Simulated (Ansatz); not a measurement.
# HfC (Fm-3m): modes against biaxial strain in the (111) plane, part 3 of 3

Wanted: the shifts of the zone-centre modes of HfC (Fm-3m) with strain.

Ansatz 0.2.0; DFT PBEsol, scalar-relativistic, plane waves, PAW; PAW set soft_1.

So far, highest optical mode at the zone centre (no LO-TO term) (cm⁻¹): step 4 (zone-centre response at rest) 453; step 6 (strain 4 %) 412.

The database entry behind the starting cell differs from later determinations by our own check (about 0.2 % long), so it need not match the best structure at ambient conditions.

**8. Modes of this member: biaxial strain of -4 % in the (111) plane**

The zone-centre modes follow for biaxial strain of -4 % in the (111) plane.

input.yaml reads:

```yaml
crystal:
  lattice:
    - [0.0958971604, 2.3073340281, 2.3073340281]
    - [2.3073340281, 0.0958971604, 2.3073340281]
    - [2.3073340281, 2.3073340281, 0.0958971604]
  atoms:
    - { symbol: C, position: [0.0, 0.0, 0.0] }
    - { symbol: Hf, position: [0.5, 0.5, 0.5] }
kpoints:
  mp_grid: { grid: [16, 16, 16] }
hamiltonian:
  xc: pbesol
  pseudopotentials: { kind: paw, azcp: { folder: soft_1 }, xc_functional: pbe }
scf:
  occupations: { method: methfessel_paxton, width: 0.2 }
output:
  eigenvalues: true
phonons:
  method: dfpt
```

On the command line:

```
ansatz run input.yaml --threads 4 --pin off --max-ram 10240MiB --backend cpu --events-out ev --progress --plain --runs-dir out
```

Numbers of over 12 decimals in the logs are rounded to 6 here.

Log:

```text
[...]
Crystal: 2 atoms, lattice volume = 23.037 Å³
Basis set: ecut = 420 eV, 453 PW (Γ), exchange–correlation on 48×48×48 points (8 copies of the dense FFT grid, shifted against one another)
Bands: 19, of which v1, the nominal top of the filled ones, is band 15 counted from 1 (14 counted from 0)
Symmetry: 12 space group operations
k-points: 1098 of 4096 (irreducible under 2 space group operations, time reversal used)
[...]
k-point 2: bands = [... 11 lower, 9.6819, 19.5500, 19.6000, 20.1338, 21.6850, 22.4202, 22.7487, 25.6656]
  k-point 1097: bands = [... 11 lower, 11.8030, 13.5676, 17.3351, 17.3351, 25.6721, 25.6721, 26.1933, 27.6159]
[...]
ASR residual: 3.412e-5 → 0.000e0 eV/Å²; symmetrization residual: 7.664e-7 eV/Å²
  ASR residual per site (eV/Å²): 2.45e-5 3.41e-5
  Γ frequencies (cm⁻¹): 0.00 0.00 0.00 486.97 486.97 539.96
[...]
[key lines of the parts left out:]
SCF converged after 11 iterations
Free energy (F): -15847.339618 eV
Fermi energy:    20.323774 eV
```

Elapsed: 90 s, on 4 threads of Intel Xeon at 2.50GHz (Skylake/Cascade Lake), shared host; peak memory 1.7 GiB; 5 min of CPU time.

This step gave:

```yaml
sum_rule_residual_before_enforcement: 3.41e-5 eV/Å²
highest_optical_mode_at_the_zone_centre_no_lo_to_term: 540.0 cm⁻¹
lowest_optical_zone_centre_mode: 487.0 cm⁻¹
```

Patterns of degenerate modes are one choice out of their space. Modes at Γ, with each element's share of the kinetic energy:

```
mode  frequency (cm⁻¹)  symmetry  C %  Hf %
   1               0.0  acoustic    6    94
   2               0.0  acoustic    6    94
   3               0.0  acoustic    6    94
   4             487.0        Eu   94     6
   5             487.0        Eu   94     6
   6             540.0       A2u   94     6
```

The lowest optical mode is real, 487 cm⁻¹, and the highest lies at 540.0 cm⁻¹.

For the highest optical mode at the zone centre (no LO-TO term), step 4 gave 453 cm⁻¹; this run, with strain -4 %, gives 540 cm⁻¹ (+19 %).

**9. All members side by side**

The members are set side by side, also those not shown above.

Stress is positive in compression; energies are extrapolated to zero smearing, and E0 is that at rest; the edges not held and the atoms are relaxed in each cell; all runs use 16×16×16 k points and Methfessel-Paxton smearing of 0.2 eV. State of the crystal along the series:

```
strain (%)  in-plane stress (GPa)  free strain along [111] (%)  E - E0 (meV/atom)
        -4                  24.81                        2.244              71.03
        -3                  17.93                        1.681              39.02
        -2                  11.51                        1.123              16.93
        -1                   5.54                       0.5631              4.131
         0               -2.86e-4                            0                  0
         1                 -5.147                      -0.5662              3.944
         2                 -9.967                       -1.125               15.5
         3                  -14.5                       -1.669              34.32
         4                 -18.75                       -2.203              60.09
```

Optical modes are counted from below at rest and tracked from member to member by their patterns, and modes that stay within 0.3 cm⁻¹ of each other stand once; labels, where given, are those at rest; the edges not held and the atoms are relaxed in each cell; all runs use 16×16×16 k points and Methfessel-Paxton smearing of 0.2 eV. Optical modes along the series:

```
strain (%)  optical mode 1 T1u, singlet (cm⁻¹)  optical mode 2 T1u, doublet (cm⁻¹)
        -4                                 540                                 487
        -3                               522.5                               477.2
        -2                               501.1                               468.3
        -1                               477.4                               460.5
         0                               452.6                               452.6
         1                               428.7                               444.6
         2                                 407                               436.1
         3                               386.8                               425.8
         4                               366.6                               412.3
```

Value and slope at zero strain of a cubic (a lower polynomial where under five rows exist) through the rows within 2 % of rest. Slopes at rest:

```
                       mode  frequency (cm⁻¹)  shift per percent of strain (cm⁻¹)  shift per GPa of compressive stress (cm⁻¹)
optical mode 1 T1u, singlet             452.7                              -24.62                                        4.61
optical mode 2 T1u, doublet             452.6                               -7.92                                        1.48
```

**10. Summary of results**

| Item | Value |
| --- | --- |
| members | 9 |
| highest optical mode at the zone centre (no LO-TO term), at rest | 452.6 cm⁻¹ |
| biaxial modulus in the (111) plane | 534 GPa |
| optical mode 1 T1u, singlet, shift per percent | -24.62 cm⁻¹ |
| optical mode 2 T1u, doublet, shift per percent | -7.92 cm⁻¹ |

The stress changes by 5.34 GPa for each percent, a biaxial modulus of 534 GPa in the (111) plane. For each percent the free edge responds with -0.57 %. The strain lowers the symmetry: the level at 452.6 cm⁻¹ splits, into 540.0 and 487.0 cm⁻¹ at -4 %. The fastest shift in the table of slopes is -24.6 cm⁻¹ for each percent (optical mode 1 T1u, singlet), or 4.6 cm⁻¹ for each GPa of compressive stress. For small strain, the measured shift of a line that Raman or infrared light can see, divided by its slope, estimates the stress, if the state of stress is of this kind. These are harmonic frequencies at zero temperature: anharmonic shifts, linewidths and thermal expansion are left out. Spin-orbit coupling is left out, which can matter for the heavy elements here. With no gap, or one that is small against the smearing, the frequencies hang on the k mesh and the smearing, most of all near Kohn anomalies. The PAW files were made for PBE; the program adapts parts of them to the functional of the run, but their partial waves stay those of PBE, an approximation that was not tested in this session. Only the zone centre was solved, so an instability at another wavevector cannot show here.

[Logs are printed without paths, hosts, clocks, repeated set-up lines and the standing remarks that a program may print on its own settings, such as how far it seeks lower states.]

[Hosts, paths, dates, database ids (printed as entryN), source tags and the programs' standing remarks are cut or masked in the printed files.]
